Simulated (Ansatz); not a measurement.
Rows from a G0W0 calculation on SiO2 (P3_221) (Ansatz 0.2.0; G0W0 on PBE (exact-exchange fraction 0.15), plane waves, PAW; PAW set soft_1; 6×6×2 mesh, 472 empty bands, screening to 150 eV, PAW set soft_1 files), in eV. Spin-orbit coupling is left out.

| row | k | band | start | Σx | Σc at the solution | Vxc |
| --- | --- | --- | --- | --- | --- | --- |
| A | (0.333, 0.333, 0.000) | v1 | 1.464 | -26.856 | 3.718 | -21.962 |
| B | (0.333, 0.333, 0.000) | v2 | 1.010 | -26.610 | 3.759 | -21.627 |
| C | Γ | c2 | 12.418 | -6.318 | -3.647 | -11.012 |
| D | (0.333, 0.333, 0.000) | c1 | 12.037 | -7.985 | -3.529 | -12.624 |
| E | Γ | c1 | 9.009 | -7.440 | -3.235 | -11.514 |
| F | Γ | v1 | 1.139 | -26.346 | 3.706 | -21.413 |

Work out each quasiparticle level and how far it moved.

The quasiparticle equation reads E = start + Σx + Σc(E) − Vxc.

| row | E (eV) | shift (eV) |
| --- | --- | --- |
| A | 0.289 | −1.175 |
| B | -0.214 | −1.225 |
| C | 13.465 | +1.047 |
| D | 13.148 | +1.111 |
| E | 9.848 | +0.839 |
| F | -0.088 | −1.227 |

The gap over the computed points goes from 7.54 eV to 9.56 eV.

Limits: not at the basis limit; coarse k mesh.

[Runs of the session that timed out or met a known fault of the program may be left out.]

[Cells called generated may have been cut or substituted from an entry of the Crystallography Open Database or the Materials Project.]

[Hosts, paths, dates, database ids (printed as entryN), source tags and the programs' standing remarks are cut or masked in the printed files.]
